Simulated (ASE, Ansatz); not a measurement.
# (18,0) 1T-TaS2 nanotube (108 atoms): support functions against a reference, part 2 of 2

Wanted: errors and times of a linear-scaling basis for (18,0) 1T-TaS2 nanotube (108 atoms). A setting counts as converged where the r.m.s. difference of forces stays under 1 % of the r.m.s. force.

Ansatz 0.2.0; Kohn-Sham DFT, PBE+D4, PAW (set soft_2), plane waves.

The cell: 36 Ta and 72 S. The cell is under 6 Å thick along one periodic direction. Beside vacuum, support functions can miss their usual error bounds without a warning. Only the Γ point is sampled, in a cell whose periodic width is 6 Å. Spin–orbit coupling is left out.

So far. Step 2 (Plane-wave single point): Mean Löwdin charges: S -0.18, Ta +0.57 e (they miss 0.84 % of the electrons, so they add up to more than the cell's charge). Within 0.4 eV of the Fermi level the largest share is Ta d (73 % of the projected weight).

**3. Local order**

These statistics describe the geometry on which the runs were made.

Normalised to the volume that the atoms fill. g(r), total and by pair (bins of 0.1 Å):

| r (Å) | total | S-S | S-Ta | Ta-Ta |
| --- | --- | --- | --- | --- |
| 2.25 | 0.00 | 0.00 | 0.00 | 0.00 |
| 2.35 | 5.23 | 0.00 | 11.80 | 0.00 |
| 2.45 | 5.45 | 0.00 | 12.30 | 0.00 |
| 2.55 | 5.65 | 0.00 | 12.70 | 0.00 |
| 2.65 | 0.41 | 0.00 | 0.92 | 0.00 |
| 2.75 | 0.73 | 1.65 | 0.00 | 0.00 |
| 2.85 | 1.41 | 3.17 | 0.00 | 0.00 |
| 2.95 | 0.00 | 0.00 | 0.00 | 0.00 |
| 3.05 | 0.00 | 0.00 | 0.00 | 0.00 |
| 3.15 | 0.33 | 0.73 | 0.00 | 0.00 |
| 3.25 | 3.30 | 6.54 | 0.00 | 3.57 |
| 3.35 | 3.73 | 0.00 | 0.00 | 33.60 |
| 3.45 | 1.96 | 3.52 | 0.00 | 3.59 |
| 3.55 | 2.49 | 5.61 | 0.00 | 0.00 |
| 3.65 | 2.60 | 5.84 | 0.00 | 0.00 |
| 3.75 | 0.00 | 0.00 | 0.00 | 0.00 |
| 3.85 | 0.95 | 1.92 | 0.21 | 0.00 |
| 3.95 | 2.30 | 0.62 | 4.56 | 0.00 |
| 4.05 | 0.17 | 0.00 | 0.39 | 0.00 |
| 4.15 | 1.58 | 0.00 | 3.54 | 0.00 |
| 4.25 | 0.29 | 0.00 | 0.65 | 0.00 |
| 4.35 | 1.63 | 0.00 | 3.68 | 0.00 |
| 4.45 | 0.12 | 0.00 | 0.27 | 0.00 |
| 4.55 | 0.00 | 0.00 | 0.00 | 0.00 |
| 4.65 | 0.00 | 0.00 | 0.00 | 0.00 |
| 4.75 | 0.00 | 0.00 | 0.00 | 0.00 |
| 4.85 | 1.23 | 1.83 | 0.94 | 0.00 |
| 4.95 | 2.28 | 2.90 | 2.22 | 0.00 |
| 5.05 | 0.62 | 1.36 | 0.04 | 0.00 |
| 5.15 | 1.78 | 1.57 | 2.43 | 0.00 |
| 5.25 | 0.44 | 0.00 | 1.00 | 0.00 |
| 5.35 | 1.64 | 0.00 | 3.70 | 0.00 |
| 5.45 | 0.90 | 0.14 | 1.89 | 0.00 |
| 5.55 | 1.23 | 1.10 | 1.66 | 0.00 |
| 5.65 | 0.96 | 0.00 | 2.15 | 0.00 |
| 5.75 | 0.90 | 0.00 | 0.19 | 7.28 |
| 5.85 | 2.55 | 4.15 | 0.00 | 6.36 |
| 5.95 | 1.91 | 4.31 | 0.00 | 0.00 |
| 6.05 | 0.13 | 0.29 | 0.00 | 0.00 |
| 6.15 | 0.00 | 0.00 | 0.00 | 0.00 |
| 6.25 | 0.00 | 0.00 | 0.00 | 0.00 |
| 6.35 | 0.05 | 0.10 | 0.00 | 0.00 |
| 6.45 | 1.57 | 3.07 | 0.45 | 0.00 |
| 6.55 | 1.05 | 0.47 | 1.26 | 2.55 |

Bonds by pair of elements; cutoffs follow the first minimum of g(r), held within bounds set by covalent radii, and pairs that aren't listed don't count as bonded:

| pair A-B | cutoff (Å) | bonds | mean length (Å) | spread (Å) | shortest (Å) | B about A | A about B |
| --- | --- | --- | --- | --- | --- | --- | --- |
| S-Ta | 3.22 | 216 | 2.47 | 0.083 | 2.31 | 3 | 6 |

How many atoms have how many bonded neighbours:

| element | mean | 3 | 6 |
| --- | --- | --- | --- |
| S | 3 | 72 | 0 |
| Ta | 6 | 0 | 36 |

Bond angles, per cent of each kind in bins of 5°:

| angle (°) | S-Ta-S | Ta-S-Ta |
| --- | --- | --- |
| 70–75 | 6.5 | 0.0 |
| 75–80 | 0.2 | 1.8 |
| 80–85 | 12.4 | 43.5 |
| 85–90 | 13.7 | 48.1 |
| 90–95 | 25.2 | 6.5 |
| 95–100 | 21.9 | 0.0 |
| 100–105 | 0.2 | 0.0 |
| 105–110 | 0.0 | 0.0 |
| 110–115 | 0.0 | 0.0 |
| 115–120 | 0.0 | 0.0 |
| 120–125 | 0.0 | 0.0 |
| 125–130 | 0.0 | 0.0 |
| 130–135 | 0.0 | 0.0 |
| 135–140 | 0.0 | 0.0 |
| 140–145 | 0.0 | 0.0 |
| 145–150 | 0.0 | 0.0 |
| 150–155 | 0.0 | 0.0 |
| 155–160 | 0.0 | 0.0 |
| 160–165 | 1.8 | 0.0 |
| 165–170 | 11.5 | 0.0 |
| 170–175 | 0.0 | 0.0 |
| 175–180 | 6.7 | 0.0 |

Bond angles (no mean is given where the spread exceeds 20°):

| angle | count | mean (°) | spread (°) |
| --- | --- | --- | --- |
| S-Ta-S | 540 | - | - |
| Ta-S-Ta | 216 | 85.7 | 3 |

By these cutoffs all S atoms have 3 and all Ta atoms have 6 bonded neighbours.

The surroundings of Ta52, which bears the longest force, nearest first, numbered as they follow in the input and with coordinates relative to it.

| atom | x | y | z | distance (Å) | bonds | Löwdin charge (e) | Fx | Fy | Fz (eV/Å) |
| --- | --- | --- | --- | --- | --- | --- | --- | --- | --- |
| Ta52 | 0.00 | 0.00 | 0.00 | 0.00 | 6 | 0.55 | -2.39 | 0.08 | -0.36 |
| S54 | 1.61 | -1.35 | 0.94 | 2.31 | 3 | -0.09 | 0.89 | -0.46 | 0.16 |
| S48 | 1.60 | 1.41 | 0.94 | 2.33 | 3 | -0.09 | 0.62 | 0.46 | 0.06 |
| S53 | -1.58 | 0.02 | 1.92 | 2.49 | 3 | -0.23 | 0.47 | -0.01 | -0.51 |
| S57 | 1.46 | 0.01 | -2.01 | 2.49 | 3 | -0.10 | 0.78 | 0.34 | 0.61 |
| S62 | -1.45 | -1.89 | -1.00 | 2.58 | 3 | -0.26 | 0.81 | 0.03 | -0.39 |
| S56 | -1.45 | 1.97 | -1.02 | 2.65 | 3 | -0.29 | 1.12 | -0.15 | -0.18 |
| Ta58 | 0.52 | -3.25 | -0.01 | 3.29 | 6 | 0.57 | -1.54 | -0.41 | -0.57 |
| Ta55 | 0.10 | 1.67 | 2.86 | 3.31 | 6 | 0.57 | -1.54 | 0.58 | 0.04 |
| Ta61 | 0.11 | -1.64 | 2.87 | 3.31 | 6 | 0.55 | -1.90 | -0.35 | 0.70 |
| Ta46 | 0.53 | 3.31 | -0.03 | 3.36 | 6 | 0.59 | -1.20 | 0.63 | -0.36 |
| Ta61 | 0.11 | -1.64 | -2.95 | 3.37 | 6 | 0.55 | -1.90 | -0.35 | 0.70 |
| Ta55 | 0.10 | 1.67 | -2.96 | 3.40 | 6 | 0.57 | -1.54 | 0.58 | 0.04 |

The column of bonds counts only the pairs S-Ta within 3.22 Å; other neighbours, such as metal atoms beside each other in a compound, aren't counted, and periodic images can show an atom twice.

**4. Support functions medium**

The cell is solved in localised support functions.

This step: Kohn-Sham DFT, PBE+D4, PAW (set soft_2), localised support functions (medium) (Ansatz 0.2.0).

input.yaml

```yaml
crystal:
  lattice:
    - [31.31138, 0.0, 0.0]
    - [0.0, 31.31138, 0.0]
    - [0.0, 0.0, 5.81969]
  atoms:
    [... the 108 atom lines of step 2 ...]
kpoints:
  mp_grid: { grid: [1, 1, 1] }
hamiltonian:
  xc: pbe
  dispersion: d4
scf:
  occupations: { method: gaussian, width: 0.05 }
  eigensolver: { kind: { support_functions: { accuracy: medium } } }
  mixing: { beta: 0.2 }
  max_iter: 150
output:
  forces: true
  eigenvalues: true
```

Run with:

```console
$ ansatz run input.yaml --threads 8 --pin off --max-ram 15872MiB --backend cpu --events-out ev --progress --plain --runs-dir out
```

Numbers of over 12 decimals in the logs are rounded to 6 here.

The program printed:

```text
Warning: scf.eigensolver.kind.support_functions: disabling space-group detection — the functions' gradient is summed over unrotated k-points, so no spatial operation reduces the k-mesh or symmetrises the density; time reversal is kept, so that k and −k are solved as one point where they differ and the mesh holds both, and exact exchange and, on two spinor components, a DFT+U term hold to it where the run has them: [...]
settings of this run that can trade accuracy for cost: scf.eigensolver.kind.support_functions [...]
[...]
Crystal: 108 atoms, lattice volume = 5705.639 Å³
Basis set: ecut = 420 eV, 111611 PW (Γ), exchange–correlation on 432×432×80 points (8 copies of the dense FFT grid, shifted against one another)
Bands: 540, of which v1, the nominal top of the filled ones, is band 450 counted from 1 (449 counted from 0)
Symmetry: 1 space group operations
k-points: 1
[...]
SCF iter   1: F=—  HF=-422588.318215 eV  |F-HF|=—  |Δ(HF+E_count)|=         —  Δρ=2.76e-2  dr2=6.35e1  ethr=1.00e-1
[...]
SCF iter  26: F=—  HF=-422618.276012 eV  |F-HF|=—  |Δ(HF+E_count)|=   5.81e-5  Δρ=3.60e-6  dr2=2.86e-6  ethr=4.91e-10  κ⁻¹=3.2e-4(r=7)
SCF iter  27: F=-422618.276168 eV  HF=-422618.276081 eV  |F-HF|=8.68e-5  |Δ(HF+E_count)|=   6.89e-5  Δρ=3.59e-6  dr2=1.45e-6  ethr=3.18e-10
SCF 1 converged in 27 iterations: F = -422618.279731 eV  dr2 = 1.45e-6
[...]
SCF converged after 27 iterations
Stability not checked: this state was not tested for a lower state beside it, because the mixer in use, unlike msr1, does not test its closes by its own steps (another_mixer; see scf.mixing.algorithm and scf.lower_state_search)
Free energy (F): -422618.279731 eV
[...]
Internal energy: -422617.975748 eV  (E = F + TS)
E sigma→0 (E₀):  -422618.127739 eV
Entropy (-TS):   -0.303983 eV (-2.815 meV/atom)
Fermi energy:    0.902991 eV
[...]
Σ components = -422618.279731   (vs F -422618.279731, Δ=0.00e0)
--- Forces (eV/Å), atoms counted from 1 ---
  atom   1  Ta     1.37365377    -0.39097064    -0.43807807
  atom   2  S     -0.49961376    -0.20581683    -0.10085302
  atom   3  S     -0.33375856     0.15084050     0.58667747
  atom   4  Ta     0.74062622     0.60479826    -0.89151001
[...]
atom 108  S     -0.37572957     0.20394877     0.36319042
  max |Σ_I F_I| component: 6.60e-3 eV/Å
--- Band table (eV) ---
[...]
```

Elapsed: 2.8 min, on 8 threads of Arm Neoverse V2, shared host; peak memory 6.1 GiB.

The program notes that the band table was not solved further than the SCF left it and it switched symmetry off. Further notices: vacuum switching off with vacuum.

Keys that differ from the reference: support_functions.accuracy = "medium", scf.max_iter = 150 and scf.mixing.beta = 0.2.

Forces differ from the reference by 0.54 meV/Å r.m.s., 0.092 % of their size, well within a tolerance of 1 %; the energy by -0.48 meV/atom. It took 2.8 min and 27 cycles; the reference's time can't be set against it, since the two runs asked for unlike analyses.

**5. All settings compared**

Differences are against the plane-wave reference (Kohn-Sham DFT, PBE+D4, PAW (set soft_2), plane waves), whose r.m.s. force component is 0.584 eV/Å. Energies are set beside the reference only for runs with its functional, potentials and electron count. Times are for 8 threads of Arm Neoverse V2, shared host. The reference's time includes the DOS and grids, which some other runs skip.

| run | Δ force, r.m.s. (meV/Å) | share of r.m.s. force (%) | Δ energy (meV/atom) | cycles | time | host memory (GiB) |
| --- | --- | --- | --- | --- | --- | --- |
| reference | - | - | - | 20 | 1.8 min | 7.5 |
| support functions medium | 0.538 | 0.0921 | -0.483 | 27 | 2.8 min | 6.1 |

**6. Results**

| Quantity | Value |
| --- | --- |
| free energy per atom | -3913.1317 eV/atom |
| r.m.s. force component | 0.5845 eV/Å |
| wall time of the 2 DFT runs | 4.6 min |

What this shows: Against plane waves at 420 eV, the forces differ by 0.54 meV/Å (0.092 %) with support functions medium. At 108 atoms the run with support functions medium takes roughly 1.6 times the time of plane waves (whose run also made extra analyses, so the like-for-like ratio is larger), in 27 SCF cycles against 20. Differences between support functions and plane waves include what basis error the plane-wave run still has.

16 levels are partly filled, by over 2 % (at Γ alone): no clear gap opens at this level. Levels of broken or missing bonds inside a gap of the host would look the same. Counting bonds as in the table, all S atoms have 3 and all Ta atoms have 6 bonded neighbours.

Caveats: The geometry was built by rule, was displaced at random and isn't relaxed at this level: its force components are 0.58 eV/Å r.m.s.

[Logs are printed without paths, hosts, clocks, repeated set-up lines and the standing remarks that a program may print on its own settings, such as how far it seeks lower states.]

[Hosts, paths, dates, database ids (printed as entryN), source tags and the programs' standing remarks are cut or masked in the printed files.]
